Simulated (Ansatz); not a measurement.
## TiC (model cell, started as wurtzite): from the cell to its phonons

Aim: the vibrations of TiC (model cell, started as wurtzite), their spectra, and whether the structure is stable.

Program: Ansatz 0.2.0. Level of theory: DFT PBEsol, scalar-relativistic, plane waves, PAW. Results are calculated unless marked as measured.

The structure was built from a prototype and need not be the compound's stable phase.

### 1. The starting structure

The structure is hexagonal, space group P6_3mc (No. 186). The conventional cell has a = 3.231 Å, b = 3.231 Å, c = 5.277 Å, α = 90.00°, β = 90.00°, γ = 120.00°. Nearest to Ti lie 4 C at 1.98 Å. Nearest to C lie 4 Ti at 1.98 Å. Farther neighbours are not listed.

### 2. Coarse relaxation

A rough relaxation comes first, because large forces or stress need no tight tolerances yet.

The input, input.yaml:

```yaml
crystal:
  lattice:
    - [3.2312, 0.0, 0.0]
    - [-1.6156, 2.7983, 0.0]
    - [0.0, 0.0, 5.27656]
  atoms:
    - { symbol: Ti, position: [0.333333, 0.666667, 0.0] }
    - { symbol: Ti, position: [0.666667, 0.333333, 0.5] }
    - { symbol: C, position: [0.333333, 0.666667, 0.375] }
    - { symbol: C, position: [0.666667, 0.333333, 0.875] }
kpoints:
  mp_grid: { grid: [9, 9, 4] }
hamiltonian:
  xc: pbesol
scf:
  occupations: { method: gaussian, width: 0.1 }
output:
  forces: true
  stress: true
  eigenvalues: true
relax:
  adjacent_minimum: "off"
  f_tol: 0.05
  max_steps: 80
  cell: { stress_tol: 0.5 }
```

Started as:

```sh
> ansatz run input.yaml --threads 4 --pin off --max-ram 7168MiB --backend cpu --events-out ev --progress --plain --runs-dir out
```

Numbers of over 12 decimals in the logs are rounded to 6 here.

Output:

```text
[...]
cell:  # Å, volume = 47.2180 Å³
    - [3.579152, 0, 0]
    - [-1.789576, 3.099636, 0]
    - [0, 0, 4.256149]
  atoms:
    - { symbol: Ti, position: [0.333333, 0.666667, -0.065796] }
    - { symbol: Ti, position: [0.666667, 0.333333, 0.434204] }
    - { symbol: C, position: [0.333333, 0.666667, 0.440796] }
    - { symbol: C, position: [0.666667, 0.333333, 0.940796] }
[key lines of the parts left out:]
SCF converged after 7 iterations
Free energy (F): -5443.622491 eV
Fermi energy:    11.672897 eV
P = ⅓ Tr σ = 0.0928 GPa (0.928 kbar)
```

Run time: 16 s. Hardware: 4 threads of Arm Neoverse V2, shared host; peak memory 0.38 GiB; 58 s of CPU time.

Step by step:

| step | energy less that of the first step (eV) | largest force component (eV/Å) | pressure (GPa) | volume (Å³) |
| --- | --- | --- | --- | --- |
| 1 | 0.0000 | 0.4183 | 12.43 | 47.71 |
| 2 | -0.2816 | 0.5693 | 2.28 | 49.82 |
| 3 | -0.5938 | 1.0720 | -2.29 | 50.04 |
| 4 | -1.0254 | 1.1199 | -3.61 | 49.08 |
| 5 | -1.4007 | 0.8848 | -2.67 | 47.95 |
| 6 | -1.4091 | 0.0815 | 6.51 | 46.16 |
| 7 | -1.4962 | 0.0009 | -1.58 | 47.27 |
| 8 | -1.5230 | 0.0058 | -0.77 | 47.16 |
| 9 | -1.5242 | 0.0072 | 0.08 | 47.00 |
| 10 | -1.5242 | 0.0094 | -0.03 | 47.02 |
| 11 | -1.5243 | 0.0174 | -0.25 | 47.07 |
| 12 | -1.5244 | 0.0203 | -0.35 | 47.10 |
| 13 | -1.5246 | 0.0165 | -0.37 | 47.11 |
| 14 | -1.5250 | 0.0001 | -0.01 | 47.03 |
| 15* | -1.5550 | 0.0010 | 0.84 | 47.03 |
| 16 | -1.5557 | 0.0001 | 0.09 | 47.22 |
| 17* | -1.5560 | 0.0001 | 0.09 | 47.22 |

Relaxation steps marked * repeat the geometry before them on a plane-wave basis chosen anew for their cell, so energy and pressure can jump there.

The run keeps the 12 symmetry operations that it works with, so distortions that break them were not tested.

| cell as run | before | after | change |
| --- | --- | --- | --- |
| a (Å) | 3.231 | 3.579 | +10.8 % |
| b (Å) | 3.231 | 3.579 | +10.8 % |
| c (Å) | 5.277 | 4.256 | -19.3 % |
| volume (Å³/atom) | 11.93 | 11.80 | -1.0 % |

The atoms that moved most (Å, as changes of fractional coordinates times the final cell):

| atom | dx | dy | dz | length |
| --- | --- | --- | --- | --- |
| C3 | 0.000 | 0.000 | 0.280 | 0.280 |
| Ti2 | 0.000 | 0.000 | -0.280 | 0.280 |
| Ti1 | 0.000 | 0.000 | -0.280 | 0.280 |
| C4 | 0.000 | 0.000 | 0.280 | 0.280 |

The relaxed structure:

```xyz
4
Lattice="3.5792 0.0000 0.0000 -1.7896 3.0996 0.0000 0.0000 0.0000 4.2561" Properties=species:S:1:pos:R:3 pbc="T T T"
Ti    0.0000    2.0664   -0.2800
Ti    1.7896    1.0332    1.8480
C     0.0000    2.0664    1.8761
C     1.7896    1.0332    4.0042
```

Numbers from this step:

```yaml
pressure: 0.09277 GPa
volume_per_atom: 11.80 Å³
gap_on_the_k_mesh: 0 eV
```

In this step the volume went from 11.93 to 11.80 Å³/atom.

### 3. Bringing the structure to rest

Harmonic phonons are second derivatives at a point where the forces vanish, and they are wanted at zero stress, so atoms and cell are relaxed first.

The input, input.yaml:

```yaml
crystal:
  lattice:
    - [3.5791515015, 0.0, 0.0]
    - [-1.7895757507, 3.0996361243, 0.0]
    - [0.0, 0.0, 4.2561491452]
  atoms:
    - { symbol: Ti, position: [0.3333333333, 0.6666666667, -0.0657963232] }
    - { symbol: Ti, position: [0.6666666667, 0.3333333333, 0.4342036768] }
    - { symbol: C, position: [0.3333333333, 0.6666666667, 0.4407963232] }
    - { symbol: C, position: [0.6666666667, 0.3333333333, 0.9407963232] }
kpoints:
  mp_grid: { grid: [12, 12, 10] }
hamiltonian:
  xc: pbesol
scf:
  occupations: { method: gaussian, width: 0.1 }
output:
  forces: true
  stress: true
  eigenvalues: true
relax:
  adjacent_minimum: "off"
  f_tol: 0.005
  max_steps: 80
  cell: { stress_tol: 0.05 }
```

Output:

```text
[...]
Crystal: 4 atoms, lattice volume = 47.218 Å³
Basis set: ecut = 420 eV, 909 PW (Γ), exchange–correlation on 48×48×60 points (8 copies of the dense FFT grid, shifted against one another)
Bands: 20, of which v1, the nominal top of the filled ones, is band 16 counted from 1 (15 counted from 0)
Symmetry: 12 space group operations
[...]
k-points: 114 of 1440 (time reversal used)
[...]
--- Relaxed structure (5 steps of the walk, 5 accepted, 1 SCFs on fresh bases) ---
[...]
cell:  # Å, volume = 47.2331 Å³
    - [3.582454, -2.8894247618988845e-11, 0]
    - [-1.791227, 3.102496, 0]
    - [0, 0, 4.249666]
  atoms:
    - { symbol: Ti, position: [0.333333, 0.666667, -0.062500] }
    - { symbol: Ti, position: [0.666667, 0.333333, 0.437500] }
    - { symbol: C, position: [0.333333, 0.666667, 0.437500] }
    - { symbol: C, position: [0.666667, 0.333333, 0.937500] }
[key lines of the parts left out:]
SCF converged after 8 iterations
Free energy (F): -5443.635930 eV
Fermi energy:    11.756572 eV
P = ⅓ Tr σ = 0.0143 GPa (0.143 kbar)
```

It took 16 s on 4 threads; peak memory 0.45 GiB.

Relaxation path:

| step | energy less that of the first step (eV) | largest force component (eV/Å) | pressure (GPa) | volume (Å³) |
| --- | --- | --- | --- | --- |
| 1 | 0.0000 | 0.1076 | 0.06 | 47.22 |
| 2 | -0.0009 | 0.0899 | 0.04 | 47.23 |
| 3 | -0.0026 | 0.0001 | -0.24 | 47.27 |
| 4 | -0.0028 | 0.0000 | -0.01 | 47.24 |
| 5 | -0.0029 | 0.0000 | 0.01 | 47.23 |
| 6* | -0.0028 | 0.0000 | 0.01 | 47.23 |

Relaxation steps marked * repeat the geometry before them on a plane-wave basis chosen anew for their cell, so energy and pressure can jump there.

Forces are held to the 12 operations that the run works with; a distortion that breaks them can't arise in this run.

| cell as run | before | after | change |
| --- | --- | --- | --- |
| a (Å) | 3.579 | 3.582 | +0.1 % |
| b (Å) | 3.579 | 3.582 | +0.1 % |
| c (Å) | 4.256 | 4.250 | -0.2 % |
| volume (Å³/atom) | 11.80 | 11.81 | +0.0 % |

The atoms that moved most (Å, as changes of fractional coordinates times the final cell):

| atom | dx | dy | dz | length |
| --- | --- | --- | --- | --- |
| C3 | 0.000 | 0.000 | -0.014 | 0.014 |
| Ti2 | 0.000 | 0.000 | 0.014 | 0.014 |
| Ti1 | 0.000 | 0.000 | 0.014 | 0.014 |
| C4 | 0.000 | 0.000 | -0.014 | 0.014 |

Final coordinates:

```cif
data_structure
_symmetry_space_group_name_H-M 'P 1'
_symmetry_Int_Tables_number 1
_cell_length_a 3.5825
_cell_length_b 3.5825
_cell_length_c 4.2497
_cell_angle_alpha 90.000
_cell_angle_beta 90.000
_cell_angle_gamma 120.000
_cell_volume 47.23
loop_
_atom_site_label
_atom_site_type_symbol
_atom_site_fract_x
_atom_site_fract_y
_atom_site_fract_z
_atom_site_occupancy
Ti1 Ti 0.33333 0.66667 0.93750 1
Ti2 Ti 0.66667 0.33333 0.43750 1
C3 C 0.33333 0.66667 0.43750 1
C4 C 0.66667 0.33333 0.93750 1
```

This step gave:

```yaml
pressure: 0.01431 GPa
volume_per_atom: 11.81 Å³
```

In this step the volume went from 11.80 to 11.81 Å³/atom.

### 4. Relaxing to small forces for the phonons

Phonons need a cell at rest on their own settings, so the relaxation is repeated with tight tolerances on forces and stress, using the mesh and the filling of the phonon run that follows.

The input, input.yaml:

```yaml
crystal:
  lattice:
    - [3.5824540108, 0.0, 0.0]
    - [-1.7912270054, 3.1024961812, 0.0]
    - [0.0, 0.0, 4.2496656922]
  atoms:
    - { symbol: Ti, position: [0.3333333333, 0.6666666667, -0.0625002185] }
    - { symbol: Ti, position: [0.6666666667, 0.3333333333, 0.4374997815] }
    - { symbol: C, position: [0.3333333333, 0.6666666667, 0.4375002185] }
    - { symbol: C, position: [0.6666666667, 0.3333333333, 0.9375002185] }
kpoints:
  mp_grid: { grid: [12, 12, 10] }
hamiltonian:
  xc: pbesol
scf:
  occupations: { method: methfessel_paxton, width: 0.15 }
output:
  forces: true
  stress: true
  eigenvalues: true
relax:
  adjacent_minimum: "off"
  f_tol: 0.001
  max_steps: 60
  cell: { stress_tol: 0.01 }
```

Output:

```text
[...]
Crystal: 4 atoms, lattice volume = 47.233 Å³
Basis set: ecut = 420 eV, 909 PW (Γ), exchange–correlation on 48×48×60 points (8 copies of the dense FFT grid, shifted against one another)
Bands: 20, of which v1, the nominal top of the filled ones, is band 16 counted from 1 (15 counted from 0)
Symmetry: 24 space group operations
[...]
--- Relaxed structure (2 steps of the walk, 2 accepted, 1 SCFs on fresh bases) ---
[...]
cell:  # Å, volume = 47.2355 Å³
    - [3.582518, 0.0, 0.0]
    - [-1.791259, 3.102551, 0.0]
    - [0.0, 0.0, 4.249727]
  atoms:
    - { symbol: Ti, position: [0.333333, 0.666667, -0.062500] }
    - { symbol: Ti, position: [0.666667, 0.333333, 0.4375] }
    - { symbol: C, position: [0.333333, 0.666667, 0.4375] }
    - { symbol: C, position: [0.666667, 0.333333, 0.9375] }
[key lines of the parts left out:]
SCF converged after 6 iterations
Free energy (F): -5443.634776 eV
Fermi energy:    11.756691 eV
P = ⅓ Tr σ = 0.0023 GPa (0.023 kbar)
```

Elapsed: 4.2 s, on 4 threads; peak memory 0.4 GiB; 15 s of CPU time.

Little changed from the start: no atom moved by 0.005 Å and no cell edge by 0.1 %.

Numbers from this step:

| Quantity | Value |
| --- | --- |
| pressure | 0.002254 GPa |

The forces vanish by symmetry and the pressure is 0.002 GPa, within the tolerances set. The cell now holds 11.81 Å³/atom. Within 0.01 Å the structure now has space group P6_3/mmc, not the P6_3mc of the start.

### 5. Zone-centre response

The zone centre comes first: it holds the modes that light can see, as far as symmetry allows. No field response is asked, since the mesh shows no gap.

input.yaml, the sections that differ from step 4:

```yaml
crystal:
  lattice:
    - [3.5825176278, 0.0, 0.0]
    - [-1.7912588139, 3.1025512751, 0.0]
    - [0.0, 0.0, 4.2497267574]
  atoms:
    - { symbol: Ti, position: [0.3333333333, 0.6666666667, -0.0625] }
    - { symbol: Ti, position: [0.6666666667, 0.3333333333, 0.4375] }
    - { symbol: C, position: [0.3333333333, 0.6666666667, 0.4375] }
    - { symbol: C, position: [0.6666666667, 0.3333333333, 0.9375] }
output:
  eigenvalues: true
phonons:
  method: dfpt
# kpoints, hamiltonian, scf: as in step 4
# relax: removed
```

Output:

```text
zone centre: on kpoints.mp_grid the ground state, and the responses unless they are solved on pairs of k-points, stand on 258 of the mesh's 1440 k-points, reduced under 4 symmetry operations, with k and −k counted as one. Each operation leaves every solved displacement unchanged or reverses it
[...]
Crystal: 4 atoms, lattice volume = 47.235 Å³
Basis set: ecut = 420 eV, 909 PW (Γ), exchange–correlation on 48×48×64 points (8 copies of the dense FFT grid, shifted against one another)
Bands: 20, of which v1, the nominal top of the filled ones, is band 16 counted from 1 (15 counted from 0)
Symmetry: 24 space group operations
k-points: 258 of 1440 (irreducible under 4 space group operations, time reversal used)
[...]
SCF iter   1: F=—  HF=-5443.655247 eV  |F-HF|=—  |Δ(HF+E_count)|=         —  Δρ=1.26e-2  dr2=7.30e-2  ethr=1.77e-3  ⟨swp⟩=4.1  Hψ=21553  notcnv=0
[...]
SCF iter  10: F=-5443.634776 eV  HF=-5443.634776 eV  |F-HF|=9.09e-13  |Δ(HF+E_count)|=  5.46e-12  S|Δr|=    0.00e0  Δρ=4.11e-8  dr2=6.24e-13  ethr=1.00e-12  ⟨swp⟩=5.0  Hψ=19786  notcnv=0
[...]
SCF 1 converged in 10 iterations: F = -5443.634776 eV  dr2 = 6.24e-13
[...]
DFPT response loops at Γ: preconditioner auto → Kerker (q_TF=auto, 2.557 Å⁻¹) (partly filled bands, converged f_vac=0.000); β = 1.00, the filter's whole step (`scf.mixing.beta` (0.50) is not read by the response loops under this deck's `scf.mixing.preconditioner`; to damp them name `kerker` or `kerker_dos`, under which they read `scf.mixing.beta`, and type it under 1.00, their step now; both keys bind the ground state too); Broyden in place of MSR1
SCF converged after 10 iterations
[...]
Free energy (F): -5443.634776 eV
[...]
Internal energy: -5443.633734 eV  (E = F + TS)
E sigma→0 (E₀):  -5443.634516 eV
Entropy (-TS):   -0.001042 eV (-0.260 meV/atom)
Fermi energy:    11.756692 eV
[...]
--- Band table (eV; the first three rows and the last of 258) ---
  k-point 0: bands = [... 12 lower, 9.2533, 9.2533, 9.3764, 12.5537, 12.5537, 13.6653, 13.9401, 14.8781]
  k-point 1: bands = [... 12 lower, 9.1928, 9.1928, 9.2262, 12.6649, 12.6979, 12.6979, 14.7430, 14.9184]
  k-point 2: bands = [... 12 lower, 9.0383, 9.0520, 9.0520, 11.4940, 13.0789, 13.0789, 14.9992, 14.9992]
  k-point 257: bands = [... 12 lower, 9.2810, 9.2810, 9.9945, 9.9945, 13.2261, 13.2261, 14.7311, 14.7311]
--- Phonons (Γ-DFPT): 4 representative perturbations + reference, on 258 of 1440 k-points (Σ response iterations 12) ---
  k mesh reduced under 4 symmetry operations, with k and −k counted as one. Each operation leaves every solved displacement unchanged or reverses it
  ASR residual: 1.265e-5 → 0.000e0 eV/Å²; symmetrization residual: 7.969e-7 eV/Å²
  ASR residual per site (eV/Å²): 1.27e-5 1.27e-5 4.15e-6 4.15e-6
  Γ frequencies (cm⁻¹): 0.00 0.00 0.00 276.39 316.08 316.08 391.48 576.81 576.81 591.21 613.05 613.05
  non-analytic LO–TO correction: not included (Born effective charges unavailable; polar crystals: no LO–TO splitting at Γ)
```

Run time: 25 s. Hardware: 4 threads; peak memory 1.1 GiB.

In the SCF lines HF is the Harris–Foulkes energy and dr2 the Hartree energy of the density residual, in eV; the loop may stop once dr2 is under the threshold and the program's other checks hold. Hψ counts applications of the Hamiltonian.

This step gave:

- sum-rule residual before enforcement: 1.27e-5 eV/Å²
- point group: 6/mmm
- highest optical mode at the zone centre (no LO-TO term): 613.0 cm⁻¹
- lowest optical zone-centre mode: 276.4 cm⁻¹

Patterns of degenerate modes are one choice out of their space. The modes at Γ (shares of kinetic energy by element, %):

| mode | frequency (cm⁻¹) | symmetry | Ti % | C % |
| --- | --- | --- | --- | --- |
| 1 | 0.0 | acoustic | 80 | 20 |
| 2 | 0.0 | acoustic | 80 | 20 |
| 3 | 0.0 | acoustic | 80 | 20 |
| 4 | 276.4 | A2u | 20 | 80 |
| 5 | 316.1 | E2g | 95 | 5 |
| 6 | 316.1 | E2g | 95 | 5 |
| 7 | 391.5 | B1g | 100 | 0 |
| 8 | 576.8 | E2g | 5 | 95 |
| 9 | 576.8 | E2g | 5 | 95 |
| 10 | 591.2 | B1g | 0 | 100 |
| 11 | 613.0 | E1u | 20 | 80 |
| 12 | 613.0 | E1u | 20 | 80 |

Displacements in mode 4 (276.4 cm⁻¹), the largest set to 1:
```
Ti1  0.00  0.00 -0.25
Ti2  0.00  0.00 -0.25
C3   0.00  0.00  1.00
C4   0.00  0.00  1.00
```

Displacements in mode 6 (316.1 cm⁻¹), the largest set to 1:
```
Ti1  1.00  0.00  0.00
Ti2 -1.00  0.00  0.00
C3  -0.45  0.00  0.00
C4   0.45  0.00  0.00
```

Before it was imposed, the acoustic sum rule was missed by 1.3e-5 eV/Å². Small misses are needed for a sound result but don't prove that mesh and cutoff are converged. The lowest optical mode is real, 276 cm⁻¹.

(Continued in part 2 of 2.)

[Logs are printed without paths, hosts, clocks, repeated set-up lines and the standing remarks that a program may print on its own settings, such as how far it seeks lower states.]

[Hosts, paths, dates, database ids (printed as entryN), source tags and the programs' standing remarks are cut or masked in the printed files.]
